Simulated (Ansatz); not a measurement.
# BiSBr (Pnma): band gap by G0W0 on LDA

Aim: the quasiparticle gap of BiSBr (Pnma), starting from LDA.

Calculated with Ansatz 0.2.0; LDA, then G0W0 on it, plane waves, PAW.

## 1. The structure

Symmetry: Pnma, No. 62, orthorhombic system. Conventional cell: a = 8.020 Å, b = 4.010 Å, c = 9.700 Å, α = 90.00°, β = 90.00°, γ = 90.00°. Bi has 4 S at 2.61 to 3.40 Å and 4 Br at 3.02 to 3.43 Å nearest. Nearest to S lie 3 Bi at 2.61 to 2.70 Å. Nearest to Br lie 4 Bi at 3.02 to 3.43 Å. Farther neighbours and most contacts between anions are not listed.

Geometry: measured cell, ions relaxed with LDA. The runs that relaxed it are not among those shown. Spin-orbit coupling is left out unless a step names it. The default PAW set here is soft_2. Its files were made with PBE.

## 2. Bands along the symmetry lines

Levels along a band path and on the mesh show where this functional puts the band edges.

This step: DFT, LDA, plane waves, PAW.

input.yaml

```yaml
crystal:
  lattice:
    - [8.02, 0.0, 0.0]
    - [0.0, 4.01, 0.0]
    - [0.0, 0.0, 9.7]
  atoms:
    - { symbol: Bi, position: [0.141885714, 0.25, 0.8674987725] }
    - { symbol: Bi, position: [0.858114286, 0.75, 0.1325012275] }
    - { symbol: Bi, position: [0.641885714, 0.25, 0.6325012275] }
    - { symbol: Bi, position: [0.358114286, 0.75, 0.3674987725] }
    - { symbol: S, position: [0.8305587158, 0.25, 0.9468519164] }
    - { symbol: S, position: [0.1694412842, 0.75, 0.0531480836] }
    - { symbol: S, position: [0.3305587158, 0.25, 0.5531480836] }
    - { symbol: S, position: [0.6694412842, 0.75, 0.4468519164] }
    - { symbol: Br, position: [0.5142157506, 0.25, 0.174430229] }
    - { symbol: Br, position: [0.4857842494, 0.75, 0.825569771] }
    - { symbol: Br, position: [1.0142157506, 0.25, 0.325569771] }
    - { symbol: Br, position: [-0.0142157506, 0.75, 0.674430229] }
kpoints:
  mp_grid: { grid: [4, 6, 4] }
  band_path:
    path:
      - [[0.0, 0.0, 0.0], [0.5, 0.0, 0.0], [0.5, 0.5, 0.0], [0.0, 0.5, 0.0], [0.0, 0.0, 0.0], [0.0, 0.0, 0.5], [0.5, 0.0, 0.5], [0.5, 0.5, 0.5], [0.0, 0.5, 0.5], [0.0, 0.0, 0.5]]
      - [[0.5, 0.0, 0.0], [0.5, 0.0, 0.5]]
      - [[0.0, 0.5, 0.0], [0.0, 0.5, 0.5]]
      - [[0.5, 0.5, 0.0], [0.5, 0.5, 0.5]]
    npoints: 10
hamiltonian:
  xc: lda
scf:
  occupations: { method: fermi_dirac, width: 0.02 }
  n_extra_bands: 8
output:
  eigenvalues: true
```

On the command line:

```bash
$ ansatz run input.yaml --threads 16 --pin off --max-ram 82944MiB --backend cuda --events-out ev --progress --plain --runs-dir out --devices 1 --max-vram 78GiB
```

Numbers of over 12 decimals in the logs are rounded to 6 here.

Output:

```text
scf.n_extra_bands = 8 over 56 filled bands (N_el = 112.0): the run solves 64 bands
GPUs: using 1 of 1 available (devices: 1).
Engine: ansatz 0.2.0, aarch64-unknown-linux-gnu
Pseudopotentials: kind: paw
Pseudopotential: Bi, paw, valence charge 15, recommended cutoff 420 eV (normal), Bi.paw.azcp
Pseudopotential: S, paw, valence charge 6, recommended cutoff 420 eV (normal), S.paw.azcp
Pseudopotential: Br, paw, valence charge 7, recommended cutoff 420 eV (normal), Br.paw.azcp
Functional definition: SPW92
  exchange = slater_x
  correlation = pw_c
concurrent solve slots: 12 of 16 are kept, ahead of what memory takes: no pass of the eigensolver takes more rounds on 12
device memory: the entry about to start is reckoned to put 13.2 GiB on a device that reports 173.1 GiB free (of which the cap on the GPU budget leaves the run 78.0 GiB)
GPU FFT provider: cuFFT
GPU libraries: cuBLAS 13.8.1, cuFFT 12.4.0, cuSOLVER 12.3.2
GPU matrix products: emulated (plane waves: as basis.precision tells), large ones in fixed point in workspaces of 1.00 GiB
Crystal: 12 atoms, lattice volume = 311.954 Å³
Basis set: ecut = 420 eV, 6055 PW (Γ)
Bands: 64, of which v1, the nominal top of the filled ones, is band 56 counted from 1 (55 counted from 0)
Symmetry: 8 space group operations
Space group: Pnma (ITA 62), of the structure as read, at distance tolerance 6.8e-5 Å
k-points: 36 of 96
Non-local potential: Bi, projectors of the file, l = 0: 2, l = 1: 2, l = 2: 2, l = 3: 2
Non-local potential: S, projectors of the file, l = 0: 2, l = 1: 2, l = 2: 2
Non-local potential: Br, projectors of the file, l = 0: 2, l = 1: 2, l = 2: 2
PAW form: soft (Blöchl's): semilocal exchange-correlation on the pseudo side does not see the compensation charge
PAW frozen core: Bi, regenerated for the run's functional, and the local potential with it (the file was generated under x = pbe(κ = 0.804, μ = 0.219515), c = pbe(β = 0.066725))
PAW frozen core: S, regenerated for the run's functional, and the local potential with it (the file was generated under x = pbe(κ = 0.804, μ = 0.219515), c = pbe(β = 0.066725))
PAW frozen core: Br, regenerated for the run's functional, and the local potential with it (the file was generated under x = pbe(κ = 0.804, μ = 0.219515), c = pbe(β = 0.066725))
PAW one-centre angular grid: Bi, 590 points (default); XC on 64 Gauss nodes
PAW one-centre angular grid: S, 110 points (default); XC on 64 Gauss nodes
PAW one-centre angular grid: Br, 110 points (default); XC on 64 Gauss nodes
Initial density: superposition of atomic densities (neutral atoms: chi_scale 0, normalization atom), corrected by the library's trained network
Initial wavefunctions: pseudopotential atomic-orbital guess
GPU buffer pool allocated for 104976 grid points (all kernels)
GPU transforms: local potential and band sums: pruned to the plane-wave sphere, on 54×27×72
Functional: x = slater, c = lda
SCF iter   1: F=—  HF=-62603.636946 eV  |F-HF|=—  |Δ(HF+E_count)|=         —  Δρ=5.97e-3  dr2=1.50e-1  ethr=1.77e-3  ⟨swp⟩=7.1  Hψ=10198  notcnv=0
preconditioner: auto → Resta (q_TF=auto, 2.300 Å⁻¹)  ε∞=5.5  [insulator: Δε(μ)=1.684 eV  Ē_g=8.413 eV  σ=0.020 eV  W_gap=1.00  n_scr=64 (ndim 8)  ℏωp=17.8 eV  f_vac=0.000  D(μ)=0.00/eV (n_scr^D=0)  ε∞_Penn≈5.5]
SCF iter   2: F=—  HF=-62603.603822 eV  |F-HF|=—  |Δ(HF+E_count)|=   3.31e-2  Δρ=2.77e-3  dr2=1.86e-2  ethr=1.34e-4  ⟨swp⟩=2.7  Hψ=3605  notcnv=0  defer=106
SCF iter   3: F=—  HF=-62603.599067 eV  |F-HF|=—  |Δ(HF+E_count)|=   4.76e-3  Δρ=8.62e-4  dr2=2.01e-3  ethr=1.66e-5  ⟨swp⟩=2.7  Hψ=4100  notcnv=0  defer=106
SCF iter   4: F=—  HF=-62603.598713 eV  |F-HF|=—  |Δ(HF+E_count)|=   3.54e-4  Δρ=1.49e-4  dr2=6.79e-5  ethr=1.80e-6  ⟨swp⟩=2.0  Hψ=2816  notcnv=0  defer=106
SCF iter   5: F=—  HF=-62603.599052 eV  |F-HF|=—  |Δ(HF+E_count)|=   3.39e-4  Δρ=3.04e-5  dr2=3.73e-6  ethr=6.06e-8  ⟨swp⟩=2.1  Hψ=3312  notcnv=0  defer=106
SCF iter   6: F=—  HF=-62603.599053 eV  |F-HF|=—  |Δ(HF+E_count)|=   9.94e-7  Δρ=6.01e-6  dr2=1.72e-7  ethr=3.33e-9  ⟨swp⟩=2.1  Hψ=3220  notcnv=0  defer=106
SCF iter   7: F=-62603.599053 eV  HF=-62603.599053 eV  |F-HF|=8.44e-9  |Δ(HF+E_count)|=   9.09e-9  Δρ=1.86e-6  dr2=1.86e-8  ethr=8.93e-11  ⟨swp⟩=8.6  Hψ=8264  notcnv=0
SCF 1 converged in 7 iterations: F = -62603.599053 eV  dr2 = 1.86e-8
  greatest PAW one-centre occupation: 0.990 electrons in one spin orbital (limit 2), on the Bi atom at site 1 (counted from 0), in its partial waves of l = 2
device memory: the entry about to start is reckoned to put 21.9 GiB on a device that reports 173.1 GiB free (of which the cap on the GPU budget leaves the run 78.0 GiB)
NSCF: frozen V_eff on 124 k-points, pencils in batches of 32, up to order 284
SCF converged after 7 iterations
Free energy (F): -62603.599053 eV
Harris-Foulkes:  -62603.599053 eV  (|F-HF|=8.44e-9)
Internal energy: -62603.599053 eV  (E = F + TS)
E sigma→0 (E₀):  -62603.599053 eV
Fermi energy:    7.408435 eV
--- Per-component energies (eV) ---
  E_band       = -535.752759
  E_kinetic    = 2171.836116
  E_local      = -8072.334857  (includes V_loc(G=0)·N_el)
  E_nonlocal   = 2671.126841
  E_hartree    = 2636.773415
  E_xc         = -2034.562198
  E_vxc        = -1351.885765  (∫ρ·V_xc dr)
  E_paw        = -52329.125604  (= ΣΔE_a)
  E_vpaw       = -1228.047260  (= ΣTr[D̂ρ^β])
  E_aug_tail   = -0.002077  (compensation charges beyond the density's cutoff)
  E_ewald      = -7648.729985
  E_core_change = 1.419296  (= ΣΔE_core)
  E_smearing   = -0.000000  (= −TS)
  E_closure    = -0.000000  (closes the sum)
  Σ components = -62603.599053   (vs F -62603.599053, Δ=0.00e0)
--- Band table (eV; the first three rows and the last of 36) ---
  k-point 0: bands = [... 52 lower, 5.7350, 6.0934, 6.1096, 6.4409, 8.4090, 8.8736, 9.2987, 9.4926, ... 4 higher]
  k-point 1: bands = [... 52 lower, 5.8039, 6.2182, 6.3092, 6.3547, 8.3530, 8.8769, 9.0861, 9.5073, ... 4 higher]
  k-point 2: bands = [... 52 lower, 6.0307, 6.0307, 6.4285, 6.4285, 8.4687, 8.4687, 9.3529, 9.3529, ... 4 higher]
  k-point 35: bands = [... 52 lower, 5.9384, 5.9384, 5.9384, 5.9384, 9.6591, 9.6591, 9.6591, 9.6591, ... 4 higher]
```

Elapsed: 2.3 s, on 1 × NVIDIA GB200 (shared by 2 runs) with 16 threads of Arm Neoverse V2, shared host; peak memory 1.3 GiB.

In the SCF lines HF is the Harris–Foulkes energy and dr2 the Hartree energy of the density residual, in eV; the loop may stop once dr2 is under the threshold and the program's other checks hold. Hψ counts applications of the Hamiltonian.

Numbers from this step:

```yaml
filled_bands: 56
gap: 1.780 eV
valence_top_at: k = (0.000, 0.167, 0.000)
conduction_bottom_at: k = (0.250, 0.000, 0.250)
least_direct_gap: 1.860 eV
```

Over mesh and path the gap is 1.780 eV, from k = (0.000, 0.167, 0.000) to k = (0.250, 0.000, 0.250). The least direct gap found is 1.860 eV, at k = (0.250, 0.000, 0.250).

The electronic bands at the labelled points (eV, zero at the top of the highest nominally filled band):

```tsv
point	band 53	band 54	band 55	band 56	band 57	band 58	band 59	band 60
Γ	-0.79	-0.43	-0.42	-0.08	1.88	2.35	2.77	2.97
halfway	-0.55	-0.38	-0.14	-0.09	1.95	2.38	2.70	2.97
X	-0.17	-0.17	-0.07	-0.07	2.35	2.35	2.64	2.64
halfway	-0.61	-0.61	-0.53	-0.53	2.12	2.12	3.13	3.13
S	-0.63	-0.63	-0.63	-0.63	3.13	3.13	3.13	3.13
halfway	-0.87	-0.87	-0.61	-0.61	2.94	2.94	3.34	3.34
Y	-0.72	-0.72	-0.59	-0.59	2.62	2.62	3.33	3.33
halfway	-0.35	-0.33	-0.26	-0.05	2.68	2.74	2.97	3.19
Γ	-0.79	-0.43	-0.42	-0.08	1.88	2.35	2.77	2.97
halfway	-0.72	-0.31	-0.22	-0.17	1.83	2.35	2.56	2.98
Z	-0.49	-0.49	-0.10	-0.10	1.94	1.94	2.83	2.83
halfway	-0.42	-0.42	-0.17	-0.17	1.87	1.87	2.92	2.92
U	-0.45	-0.45	-0.23	-0.23	1.93	1.93	2.85	2.85
halfway	-0.44	-0.44	-0.19	-0.19	2.67	2.67	3.24	3.24
R	-0.59	-0.59	-0.59	-0.59	3.13	3.13	3.13	3.13
halfway	-0.72	-0.72	-0.33	-0.33	2.81	2.81	2.97	2.97
T	-0.63	-0.63	-0.14	-0.14	2.66	2.66	2.84	2.84
halfway	-0.67	-0.67	-0.45	-0.45	2.52	2.52	3.11	3.11
Z	-0.49	-0.49	-0.10	-0.10	1.94	1.94	2.83	2.83
jump to X	-0.17	-0.17	-0.07	-0.07	2.35	2.35	2.64	2.64
halfway	-0.24	-0.24	-0.15	-0.15	2.09	2.09	2.79	2.79
U	-0.45	-0.45	-0.23	-0.23	1.93	1.93	2.85	2.85
jump to Y	-0.72	-0.72	-0.59	-0.59	2.62	2.62	3.33	3.33
halfway	-0.72	-0.72	-0.33	-0.33	2.60	2.60	3.09	3.09
T	-0.63	-0.63	-0.14	-0.14	2.66	2.66	2.84	2.84
jump to S	-0.63	-0.63	-0.63	-0.63	3.13	3.13	3.13	3.13
```

(Part 1 of 2 ends here.)

[Paths, hosts, dates, memory and timing lines, banners, echoed tables and standing remarks are left out of the program output.]

[Logs are printed without paths, hosts, clocks, repeated set-up lines and the standing remarks that a program may print on its own settings, such as how far it seeks lower states.]

[Runs of the session that timed out or met a known fault of the program may be left out.]

[Cells called generated may have been cut or substituted from an entry of the Crystallography Open Database or the Materials Project.]

[Hosts, paths, dates, database ids (printed as entryN), source tags and the programs' standing remarks are cut or masked in the printed files.]

[Where an RPA ε∞ is given, it is that of the G0W0 mesh and is not shown converged in it. Names of k-points follow the symmetry that the program found, which can be lower than the space group named. Band edges on a path are those of the sampled points; other points can move an edge, and change direct to indirect where valleys lie close.]

[Hybrid gaps are those of their k-mesh and are not shown converged in it.]
